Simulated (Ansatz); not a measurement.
# Which functional for work functions? 13 faces: bcc metals

Five functionals are run on the same slabs. Which comes nearest to measured work functions, is its error a steady shift or a scatter, and what does it cost?

Measured values are compiled ones, as quoted in “Anisotropic work function of elemental crystals” (2019, arxiv:1902.07811).

How it was computed: Ansatz 0.2.0, plane waves with PAW datasets (its set soft_2) at their recommended cutoffs; symmetric slabs of 7 layers (11 for bcc (111)) cut at the tabulated experimental lattice constant, atoms at bulk places, 18 Å of vacuum, k-spacing 0.16 Å⁻¹ (2π included), Fermi-Dirac smearing of 0.1 eV, SCF threshold 1e-9 eV; spin-polarised where the metal is Fe, Co or Ni. The work function is the vacuum level less the Fermi level; differences are formed before rounding. CPU times are from shared hosts of several kinds. For Fe(111) in r2SCAN the value lies over 0.17 eV from that functional's usual offset from PBE, so the magnetic state may differ; it is kept.

The runs side by side:

| face | measured (eV) | LDA error (eV) | PBEsol error (eV) | r2SCAN error (eV) | PBE error (eV) | RPBE error (eV) |
| --- | --- | --- | --- | --- | --- | --- |
| Fe(100) | 4.75 | −0.50 | −0.81 | −0.98 | −0.89 | −1.07 |
| Fe(110) | 5.12 | −0.04 | −0.27 | −0.27 | −0.38 | −0.55 |
| Fe(111) | 4.81 | −0.59 | −0.85 | −1.14 | −0.94 | −1.10 |
| Nb(100) | 3.97 | +0.01 | −0.16 | −0.26 | −0.25 | −0.40 |
| Nb(110) | 4.63 | +0.16 | +0.01 | −0.01 | −0.09 | −0.22 |
| Nb(111) | 4.08 | −0.39 | −0.59 | −0.72 | −0.67 | −0.82 |
| Mo(110) | 4.95 | +0.01 | −0.18 | −0.25 | −0.29 | −0.44 |
| Mo(111) | 4.52 | −0.51 | −0.73 | −0.83 | −0.81 | −0.97 |
| Ta(100) | 4.1 | +0.13 | −0.02 | −0.07 | −0.10 | −0.23 |
| Ta(110) | 4.74 | +0.27 | +0.14 | +0.15 | +0.05 | −0.07 |
| Ta(111) | 3.5 | +0.27 | +0.07 | −0.04 | 0.00 | −0.15 |
| W(110) | 5.25 | −0.08 | −0.25 | −0.27 | −0.35 | −0.48 |
| W(111) | 4.47 | −0.23 | −0.43 | −0.51 | −0.51 | −0.66 |
| mean error |  | −0.11 | −0.31 | −0.40 | −0.40 | −0.55 |
| mean absolute error |  | 0.25 | 0.35 | 0.42 | 0.41 | 0.55 |
| spread about the mean |  | 0.29 | 0.33 | 0.39 | 0.32 | 0.34 |
| mean absolute error, PBE's relaxation shift added |  | 0.20 | 0.33 | 0.40 | 0.40 | 0.52 |
| CPU time over PBE's (median, rounded) |  | 1 | 1 | 2 | 1 | 1 |

What this shows: LDA has the smallest mean absolute error, 0.25 eV. LDA's error is mostly scatter (mean −0.11, spread 0.29 eV), and its worst face is Fe(111). Relaxation moves PBE's values by −0.18 to +0.37 eV; with that shift added to every functional (zero where a face has no relaxed run), the two smallest errors are 0.20 eV (LDA) and 0.33 eV (PBEsol). The mean errors run from −0.55 to −0.11 eV, while the spread about the mean stays between 0.29 and 0.39 eV: the functionals differ from each other mostly by a common shift. PBE is low on average by 0.40 eV. r2SCAN, at its higher cutoff, takes about 2.0 times PBE's time (median) for a mean absolute error of 0.42 eV against PBE's 0.41 eV.

Caveats: Compiled measured values differ between sources by a tenth of an eV or more, which bounds what the ranking can tell. The slabs are unrelaxed and share the tabulated experimental lattice constant; faces that reconstruct, and Cr, whose antiferromagnetism these cells miss, and faces where a run is missing or in doubt, are left out. Spin-orbit coupling is left out. The table is a selection: not every member that was run is listed.
